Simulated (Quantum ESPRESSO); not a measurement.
# Dipole at the next field: 2H-CrOSe, 1 layer

**Set-up.** Quantum ESPRESSO 7.5, PBE, GBRV ultrasoft; sawtooth field along the normal with dipole correction, ions clamped, threshold 1e-9 Ry; cell area 7.447 Å².

```
field (V/Å)  dipole (e Å a cell)
          0             −0.10406
        0.1             −0.08559
        0.2             −0.06704
```

One more run was made and is withheld. What is the dipole at −0.2 V/Å, and what electrostatic thickness 4πα/A follows from the rows?

By hand: The slope is (−0.06704 − (−0.10406))/0.2 = 0.1851 e Å²/V, so 4πα/A = 180.95 × 0.1851/7.447 = 4.50 Å. Linear response gives p = −0.10406 + 0.1851 × (−0.2) = −0.14108 e Å; a parabola through the three rows gives −0.14076.

What the calculation gave: p = −0.14097 e Å. The line misses by 0.3 % of the induced dipole and the parabola by 0.6 %. The response is linear over this range.

Caveats: Electrons alone respond; local and semilocal functionals tend to overscreen.

[Logs are printed without paths, hosts, clocks, repeated set-up lines and the standing remarks that a program may print on its own settings, such as how far it seeks lower states.]
